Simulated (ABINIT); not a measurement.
# SrTiO3 (Tausonite): a self-consistent loop beyond G0W0, cycle by cycle, part 2 of 2

Wanted: G0W0 and self-consistent gaps of SrTiO3 (Tausonite), with the cost of the cycles.

ABINIT 10.8.3; PBE and many-body steps on it, plane waves. Known limits of the many-body steps: not at the basis limit; no spin-orbit coupling; coarse k mesh.

So far. Step 17 (QSGW, cycle 5): Against the cycle before, the gap moves by −0.151 eV.

### Step 18. Screening, 4×4×4 mesh, 116 bands, screening to 136.1 eV

This step: RPA screening on PBE, plane waves, norm-conserving pseudopotentials.

Input file run.abi:

```
acell 3*1.0 Angstrom
rprim 
  3.905280000000 0.000000000000 0.000000000000
  0.000000000000 3.905280000000 0.000000000000
  0.000000000000 0.000000000000 3.905280000000
ntypat 3
znucl 38 22 8
natom 5
typat 1 2 3 3 3
xred 
  0.500000000000 0.500000000000 0.500000000000
  0.000000000000 0.000000000000 0.000000000000
  0.500000000000 0.000000000000 0.000000000000
  0.000000000000 0.500000000000 0.000000000000
  0.000000000000 0.000000000000 0.500000000000
pp_dirpath "pseudos"
pseudos "Sr.upf, Ti.upf, O.upf"
ecut 38
ngkpt 4 4 4
nshiftk 1
shiftk 0 0 0
kptopt 1
chksymbreak 0
istwfk *1
occopt 1
irdwfk 1
optdriver 3
nband 116
ecuteps 5
inclvkb 2
awtr 1
symchi 1
gwcalctyp 28
mbpt_sciss 1.990 eV
nqptdm 1
qptdm 
  0 0 0
indata_prefix "in"
outdata_prefix "out"
tmpdata_prefix "tmp"
```

Started as:

```bash
OMP_NUM_THREADS=1 mpirun -n 8 abinit run.abi > log
```

The job ended after 9.9 s (8 MPI ranks of Arm Neoverse V2, shared host; peak memory 1.8 GiB).

This step gave:

```yaml
eps_infinity_with_local_fields_on_this_mesh_along_the_program_s_q_direction: 4.992
the_same_without_local_fields: 5.253
plasma_frequency: 30.43 eV
plane_waves_in_the_screening_matrix: 203
```

This screening uses the functional's bands under a rigid shift, the mean opening of the cycle before.

### Step 19. Screening, 4×4×4 mesh, 116 bands, screening to 136.1 eV

This step: RPA screening on PBE from quasiparticle energies and orbitals, plane waves, norm-conserving pseudopotentials.

Edit run.abi of step 18 so:

```diff
@@ -32,7 +32,15 @@
 symchi 1
+irdqps 1
 gwcalctyp 28
-mbpt_sciss 1.990 eV
-nqptdm 1
+nqptdm 9
 qptdm 
-  0 0 0
+  0.2500000000 0.0000000000 0.0000000000
+  0.5000000000 0.0000000000 0.0000000000
+  0.2500000000 0.2500000000 0.0000000000
+  0.5000000000 0.2500000000 0.0000000000
+  0.5000000000 0.5000000000 0.0000000000
+  0.2500000000 0.2500000000 0.2500000000
+  0.5000000000 0.2500000000 0.2500000000
+  0.5000000000 0.5000000000 0.2500000000
+  0.5000000000 0.5000000000 0.5000000000
 indata_prefix "in"
```

Input file mrgscr.stdin:

```
2
merged
q0_SCR
out_SCR
1
```

Started as:

```bash
OMP_NUM_THREADS=1 mpirun -n 8 abinit run.abi > log; mrgscr < mrgscr.stdin
```

Run time: 21 s. Hardware: 8 MPI ranks; peak memory 1.6 GiB; 2.8 min of CPU time.

This step gave:

```
plasma frequency                    : 30.43 eV
plane waves in the screening matrix : 203
```

This screening reads the quasiparticle levels of the cycle before.

### Step 20. QSGW, cycle 6

This step: QSGW on PBE, plane waves, norm-conserving pseudopotentials.

Edit run.abi of step 19 so:

```diff
@@ -26,12 +26,10 @@
 irdwfk 1
-optdriver 3
+optdriver 4
 nband 116
-ecuteps 5
-inclvkb 2
-awtr 1
-symchi 1
-irdqps 1
 gwcalctyp 28
-nqptdm 9
-qptdm 
+ecutsigx 38
+symsigma 0
+nkptgw 10
+kptgw 
+  0.0000000000 0.0000000000 0.0000000000
   0.2500000000 0.0000000000 0.0000000000
@@ -45,2 +43,18 @@
   0.5000000000 0.5000000000 0.5000000000
+bdgw 
+  12 31
+  12 31
+  12 31
+  12 31
+  12 31
+  12 31
+  12 31
+  12 31
+  12 31
+  12 31
+ecuteps 5
+irdscr 1
+ppmodel 1
+irdqps 1
+rhoqpmix 0.3
 indata_prefix "in"
```

Started as:

```bash
OMP_NUM_THREADS=1 mpirun -n 8 abinit run.abi > log
```

Wall time 2.8 min (8 MPI ranks); peak memory 4 GiB.

Numbers from this step:

```yaml
quasiparticle_gap_on_the_mesh: 3.572 eV
gap_of_the_density_functional_on_the_mesh: 1.908 eV
k_of_the_valence_top: 0.5, 0.5, 0.5
k_of_the_conduction_bottom: 0, 0, 0
least_direct_quasiparticle_gap_on_the_computed_points: 4.01 eV
```

Against the cycle before, the gap moves by +0.035 eV.

### Step 21. Screening, 4×4×4 mesh, 116 bands, screening to 136.1 eV

This step: RPA screening on PBE, plane waves, norm-conserving pseudopotentials.

Input file run.abi:

```
acell 3*1.0 Angstrom
rprim 
  3.905280000000 0.000000000000 0.000000000000
  0.000000000000 3.905280000000 0.000000000000
  0.000000000000 0.000000000000 3.905280000000
ntypat 3
znucl 38 22 8
natom 5
typat 1 2 3 3 3
xred 
  0.500000000000 0.500000000000 0.500000000000
  0.000000000000 0.000000000000 0.000000000000
  0.500000000000 0.000000000000 0.000000000000
  0.000000000000 0.500000000000 0.000000000000
  0.000000000000 0.000000000000 0.500000000000
pp_dirpath "pseudos"
pseudos "Sr.upf, Ti.upf, O.upf"
ecut 38
ngkpt 4 4 4
nshiftk 1
shiftk 0 0 0
kptopt 1
chksymbreak 0
istwfk *1
occopt 1
irdwfk 1
optdriver 3
nband 116
ecuteps 5
inclvkb 2
awtr 1
symchi 1
gwcalctyp 28
mbpt_sciss 2.019 eV
nqptdm 1
qptdm 
  0 0 0
indata_prefix "in"
outdata_prefix "out"
tmpdata_prefix "tmp"
```

Wall time 9.8 s (8 MPI ranks); peak memory 1.8 GiB.

This step gave:

```yaml
eps_infinity_with_local_fields_on_this_mesh_along_the_program_s_q_direction: 4.978
the_same_without_local_fields: 5.238
plasma_frequency: 30.43 eV
plane_waves_in_the_screening_matrix: 203
```

This screening uses the functional's bands under a rigid shift, the mean opening of the cycle before.

### Step 22. Screening, 4×4×4 mesh, 116 bands, screening to 136.1 eV

This step: RPA screening on PBE from quasiparticle energies and orbitals, plane waves, norm-conserving pseudopotentials.

Edit run.abi of step 21 so:

```diff
@@ -32,7 +32,15 @@
 symchi 1
+irdqps 1
 gwcalctyp 28
-mbpt_sciss 2.019 eV
-nqptdm 1
+nqptdm 9
 qptdm 
-  0 0 0
+  0.2500000000 0.0000000000 0.0000000000
+  0.5000000000 0.0000000000 0.0000000000
+  0.2500000000 0.2500000000 0.0000000000
+  0.5000000000 0.2500000000 0.0000000000
+  0.5000000000 0.5000000000 0.0000000000
+  0.2500000000 0.2500000000 0.2500000000
+  0.5000000000 0.2500000000 0.2500000000
+  0.5000000000 0.5000000000 0.2500000000
+  0.5000000000 0.5000000000 0.5000000000
 indata_prefix "in"
```

mrgscr.stdin is that of step 19.

Started as:

```bash
OMP_NUM_THREADS=1 mpirun -n 8 abinit run.abi > log; mrgscr < mrgscr.stdin
```

The job ended after 21 s (8 MPI ranks; peak memory 1.6 GiB; 2.8 min of CPU time).

This step gave:

```yaml
plasma_frequency: 30.43 eV
plane_waves_in_the_screening_matrix: 203
```

This screening reads the quasiparticle levels of the cycle before.

### Step 23. QSGW, cycle 7

This step: QSGW on PBE, plane waves, norm-conserving pseudopotentials.

Edit run.abi of step 22 so:

```diff
@@ -26,12 +26,10 @@
 irdwfk 1
-optdriver 3
+optdriver 4
 nband 116
-ecuteps 5
-inclvkb 2
-awtr 1
-symchi 1
-irdqps 1
 gwcalctyp 28
-nqptdm 9
-qptdm 
+ecutsigx 38
+symsigma 0
+nkptgw 10
+kptgw 
+  0.0000000000 0.0000000000 0.0000000000
   0.2500000000 0.0000000000 0.0000000000
@@ -45,2 +43,18 @@
   0.5000000000 0.5000000000 0.5000000000
+bdgw 
+  12 31
+  12 31
+  12 31
+  12 31
+  12 31
+  12 31
+  12 31
+  12 31
+  12 31
+  12 31
+ecuteps 5
+irdscr 1
+ppmodel 1
+irdqps 1
+rhoqpmix 0.3
 indata_prefix "in"
```

Started as:

```bash
OMP_NUM_THREADS=1 mpirun -n 8 abinit run.abi > log
```

Run time: 2.8 min. Hardware: 8 MPI ranks; peak memory 4 GiB.

Numbers from this step:

| Property | Result |
| --- | --- |
| quasiparticle gap on the mesh | 3.661 eV |
| gap of the density functional on the mesh | 1.908 eV |
| k of the valence top | 0.5, 0.5, 0.5 |
| k of the conduction bottom | 0, 0, 0 |
| least direct quasiparticle gap on the computed points | 4.097 eV |

Against the cycle before, the gap moves by +0.089 eV.

### Step 24. Screening, 4×4×4 mesh, 116 bands, screening to 136.1 eV

This step: RPA screening on PBE, plane waves, norm-conserving pseudopotentials.

Input file run.abi:

```
acell 3*1.0 Angstrom
rprim 
  3.905280000000 0.000000000000 0.000000000000
  0.000000000000 3.905280000000 0.000000000000
  0.000000000000 0.000000000000 3.905280000000
ntypat 3
znucl 38 22 8
natom 5
typat 1 2 3 3 3
xred 
  0.500000000000 0.500000000000 0.500000000000
  0.000000000000 0.000000000000 0.000000000000
  0.500000000000 0.000000000000 0.000000000000
  0.000000000000 0.500000000000 0.000000000000
  0.000000000000 0.000000000000 0.500000000000
pp_dirpath "pseudos"
pseudos "Sr.upf, Ti.upf, O.upf"
ecut 38
ngkpt 4 4 4
nshiftk 1
shiftk 0 0 0
kptopt 1
chksymbreak 0
istwfk *1
occopt 1
irdwfk 1
optdriver 3
nband 116
ecuteps 5
inclvkb 2
awtr 1
symchi 1
gwcalctyp 28
mbpt_sciss 2.104 eV
nqptdm 1
qptdm 
  0 0 0
indata_prefix "in"
outdata_prefix "out"
tmpdata_prefix "tmp"
```

It took 9.6 s on 8 MPI ranks; peak memory 1.8 GiB.

This step gave:

- ε∞ with local fields, on this mesh, along the program's q direction: 4.938
- the same without local fields: 5.194
- plasma frequency: 30.43 eV
- plane waves in the screening matrix: 203

This screening uses the functional's bands under a rigid shift, the mean opening of the cycle before.

### Step 25. Screening, 4×4×4 mesh, 116 bands, screening to 136.1 eV

This step: RPA screening on PBE from quasiparticle energies and orbitals, plane waves, norm-conserving pseudopotentials.

Edit run.abi of step 24 so:

```diff
@@ -32,7 +32,15 @@
 symchi 1
+irdqps 1
 gwcalctyp 28
-mbpt_sciss 2.104 eV
-nqptdm 1
+nqptdm 9
 qptdm 
-  0 0 0
+  0.2500000000 0.0000000000 0.0000000000
+  0.5000000000 0.0000000000 0.0000000000
+  0.2500000000 0.2500000000 0.0000000000
+  0.5000000000 0.2500000000 0.0000000000
+  0.5000000000 0.5000000000 0.0000000000
+  0.2500000000 0.2500000000 0.2500000000
+  0.5000000000 0.2500000000 0.2500000000
+  0.5000000000 0.5000000000 0.2500000000
+  0.5000000000 0.5000000000 0.5000000000
 indata_prefix "in"
```

mrgscr.stdin is that of step 22.

Started as:

```bash
OMP_NUM_THREADS=1 mpirun -n 8 abinit run.abi > log; mrgscr < mrgscr.stdin
```

The job ended after 21 s (8 MPI ranks; peak memory 1.6 GiB; 2.7 min of CPU time).

This step gave:

| Property | Result |
| --- | --- |
| plasma frequency | 30.43 eV |
| plane waves in the screening matrix | 203 |

This screening reads the quasiparticle levels of the cycle before.

### Step 26. QSGW, cycle 8

This step: QSGW on PBE, plane waves, norm-conserving pseudopotentials.

Edit run.abi of step 25 so:

```diff
@@ -26,12 +26,10 @@
 irdwfk 1
-optdriver 3
+optdriver 4
 nband 116
-ecuteps 5
-inclvkb 2
-awtr 1
-symchi 1
-irdqps 1
 gwcalctyp 28
-nqptdm 9
-qptdm 
+ecutsigx 38
+symsigma 0
+nkptgw 10
+kptgw 
+  0.0000000000 0.0000000000 0.0000000000
   0.2500000000 0.0000000000 0.0000000000
@@ -45,2 +43,18 @@
   0.5000000000 0.5000000000 0.5000000000
+bdgw 
+  12 31
+  12 31
+  12 31
+  12 31
+  12 31
+  12 31
+  12 31
+  12 31
+  12 31
+  12 31
+ecuteps 5
+irdscr 1
+ppmodel 1
+irdqps 1
+rhoqpmix 0.3
 indata_prefix "in"
```

Started as:

```bash
OMP_NUM_THREADS=1 mpirun -n 8 abinit run.abi > log
```

It took 2.8 min on 8 MPI ranks; peak memory 4 GiB; 22 min of CPU time.

This step gave:

| Property | Result |
| --- | --- |
| quasiparticle gap on the mesh | 3.706 eV |
| gap of the density functional on the mesh | 1.908 eV |
| k of the valence top | 0.5, 0.5, 0.5 |
| k of the conduction bottom | 0, 0, 0 |
| least direct quasiparticle gap on the computed points | 4.142 eV |

Against the cycle before, the gap moves by +0.045 eV.

### Step 27. Screening, 4×4×4 mesh, 116 bands, screening to 136.1 eV

This step: RPA screening on PBE, plane waves, norm-conserving pseudopotentials.

Input file run.abi:

```
acell 3*1.0 Angstrom
rprim 
  3.905280000000 0.000000000000 0.000000000000
  0.000000000000 3.905280000000 0.000000000000
  0.000000000000 0.000000000000 3.905280000000
ntypat 3
znucl 38 22 8
natom 5
typat 1 2 3 3 3
xred 
  0.500000000000 0.500000000000 0.500000000000
  0.000000000000 0.000000000000 0.000000000000
  0.500000000000 0.000000000000 0.000000000000
  0.000000000000 0.500000000000 0.000000000000
  0.000000000000 0.000000000000 0.500000000000
pp_dirpath "pseudos"
pseudos "Sr.upf, Ti.upf, O.upf"
ecut 38
ngkpt 4 4 4
nshiftk 1
shiftk 0 0 0
kptopt 1
chksymbreak 0
istwfk *1
occopt 1
irdwfk 1
optdriver 3
nband 116
ecuteps 5
inclvkb 2
awtr 1
symchi 1
gwcalctyp 28
mbpt_sciss 2.148 eV
nqptdm 1
qptdm 
  0 0 0
indata_prefix "in"
outdata_prefix "out"
tmpdata_prefix "tmp"
```

Wall time 9.5 s (8 MPI ranks); peak memory 1.8 GiB.

Numbers from this step:

```yaml
eps_infinity_with_local_fields_on_this_mesh_along_the_program_s_q_direction: 4.917
the_same_without_local_fields: 5.172
plasma_frequency: 30.43 eV
plane_waves_in_the_screening_matrix: 203
```

This screening uses the functional's bands under a rigid shift, the mean opening of the cycle before.

### Step 28. Screening, 4×4×4 mesh, 116 bands, screening to 136.1 eV

This step: RPA screening on PBE from quasiparticle energies and orbitals, plane waves, norm-conserving pseudopotentials.

Edit run.abi of step 27 so:

```diff
@@ -32,7 +32,15 @@
 symchi 1
+irdqps 1
 gwcalctyp 28
-mbpt_sciss 2.148 eV
-nqptdm 1
+nqptdm 9
 qptdm 
-  0 0 0
+  0.2500000000 0.0000000000 0.0000000000
+  0.5000000000 0.0000000000 0.0000000000
+  0.2500000000 0.2500000000 0.0000000000
+  0.5000000000 0.2500000000 0.0000000000
+  0.5000000000 0.5000000000 0.0000000000
+  0.2500000000 0.2500000000 0.2500000000
+  0.5000000000 0.2500000000 0.2500000000
+  0.5000000000 0.5000000000 0.2500000000
+  0.5000000000 0.5000000000 0.5000000000
 indata_prefix "in"
```

mrgscr.stdin is that of step 25.

Started as:

```bash
OMP_NUM_THREADS=1 mpirun -n 8 abinit run.abi > log; mrgscr < mrgscr.stdin
```

Run time: 21 s. Hardware: 8 MPI ranks; peak memory 1.6 GiB.

Numbers from this step:

| Property | Result |
| --- | --- |
| plasma frequency | 30.43 eV |
| plane waves in the screening matrix | 203 |

This screening reads the quasiparticle levels of the cycle before.

### Step 29. QSGW, cycle 9

This step: QSGW on PBE, plane waves, norm-conserving pseudopotentials.

Edit run.abi of step 28 so:

```diff
@@ -26,12 +26,10 @@
 irdwfk 1
-optdriver 3
+optdriver 4
 nband 116
-ecuteps 5
-inclvkb 2
-awtr 1
-symchi 1
-irdqps 1
 gwcalctyp 28
-nqptdm 9
-qptdm 
+ecutsigx 38
+symsigma 0
+nkptgw 10
+kptgw 
+  0.0000000000 0.0000000000 0.0000000000
   0.2500000000 0.0000000000 0.0000000000
@@ -45,2 +43,18 @@
   0.5000000000 0.5000000000 0.5000000000
+bdgw 
+  12 31
+  12 31
+  12 31
+  12 31
+  12 31
+  12 31
+  12 31
+  12 31
+  12 31
+  12 31
+ecuteps 5
+irdscr 1
+ppmodel 1
+irdqps 1
+rhoqpmix 0.3
 indata_prefix "in"
```

Started as:

```bash
OMP_NUM_THREADS=1 mpirun -n 8 abinit run.abi > log
```

Run time: 2.8 min. Hardware: 8 MPI ranks; peak memory 4 GiB; 22 min of CPU time.

This step gave:

| Property | Result |
| --- | --- |
| quasiparticle gap on the mesh | 3.702 eV |
| gap of the density functional on the mesh | 1.908 eV |
| k of the valence top | 0.5, 0.5, 0.5 |
| k of the conduction bottom | 0, 0, 0 |
| least direct quasiparticle gap on the computed points | 4.139 eV |

Against the cycle before, the gap moves by −0.004 eV.

### Step 30. The runs together

Times are wall times on 8 MPI ranks of Arm Neoverse V2, shared host, good to a factor of about two. A run's time includes the screening step that it read.

```
          run   mesh  bands  screening cutoff (eV)  DFT gap (eV)  gap on the mesh (eV)  direct (eV)  ε∞ used     time
         G0W0  4×4×4    116                  136.1         1.908                 3.495        3.861     6.41     34 s
QSGW, cycle 1  4×4×4    116                  136.1         1.908                 3.904        4.272     6.41  3.2 min
QSGW, cycle 2  4×4×4    116                  136.1         1.908                 4.318        4.737     4.82  3.3 min
QSGW, cycle 3  4×4×4    116                  136.1         1.908                 4.052        4.496     4.64  3.3 min
QSGW, cycle 4  4×4×4    116                  136.1         1.908                 3.688        4.137     4.75  3.5 min
QSGW, cycle 5  4×4×4    116                  136.1         1.908                 3.537        3.981     4.92  3.6 min
QSGW, cycle 6  4×4×4    116                  136.1         1.908                 3.572        4.010     4.99  3.3 min
QSGW, cycle 7  4×4×4    116                  136.1         1.908                 3.661        4.097     4.98  3.3 min
QSGW, cycle 8  4×4×4    116                  136.1         1.908                 3.706        4.142     4.94  3.3 min
QSGW, cycle 9  4×4×4    116                  136.1         1.908                 3.702        4.139     4.92  3.3 min
```

### Step 31. What came out

- G0W0: 3.495 eV
- QSGW, cycle 1: 3.904 eV
- QSGW, cycle 2: 4.318 eV
- QSGW, cycle 3: 4.052 eV
- QSGW, cycle 4: 3.688 eV
- QSGW, cycle 5: 3.537 eV
- QSGW, cycle 6: 3.572 eV
- QSGW, cycle 7: 3.661 eV
- QSGW, cycle 8: 3.706 eV
- QSGW, cycle 9: 3.702 eV
- known limits: not at the basis limit; no spin-orbit coupling; coarse k mesh

What this shows: Only the bands that the input lists are updated; the others, empty or deep, keep the functional's energies or take a rigid shift. QSGW ends at 3.70 eV, +0.21 eV from G0W0, after 9 cycles that took 30 min beside the first screening; the last moved the gap by 0.004 eV. Against experiment, by QSGW, cycle 9: the direct gap of 4.14 eV lies +0.37 eV from the measured 3.77 eV (direct, 300 K, 2013). An exciton line or allowed optical edge lies below the quasiparticle gap by the binding energy; a forbidden edge can push the onset above it. These are gaps on the mesh, at modest bands and cutoff. The calculation has static nuclei and no excitons; a measured gap holds zero-point and thermal motion, which mostly lowers it. Bands and cutoff are finite, so the gap is not at the basis limit. The miss can reach some tenths of an eV and take either sign; the mesh is an error of its own. The 4×4×4 mesh is coarse for this cell, which bears on the long-range parts of exchange and screening. This is the ideal cubic cell; many perovskites, halides above all, are cubic only on average, and local tilts or off-centring can widen the gap. In the updated screening the q = 0 part is built from Kohn-Sham bands under a rigid shift, the other q from the quasiparticle levels. The many-body steps are scalar-relativistic: spin-orbit coupling is not in them.

[Paths, hosts, dates, memory and timing lines, banners, echoed tables and standing remarks are left out of the program output.]

[Logs are printed without paths, hosts, clocks, repeated set-up lines and the standing remarks that a program may print on its own settings, such as how far it seeks lower states.]

[Runs of the session that timed out or met a known fault of the program may be left out.]

[Hosts, paths, dates, database ids (printed as entryN), source tags and the programs' standing remarks are cut or masked in the printed files.]

[G0W0 gaps are taken among the corrected bands and points alone; a level outside them can change the order at an edge.]

[Where Ansatz stands beside ABINIT at settings called matched, ABINIT's density can come from a denser mesh and the files from another edition; pairs whose starting gaps differed by over 0.03 eV were left out, so agreement reads better than it is.]
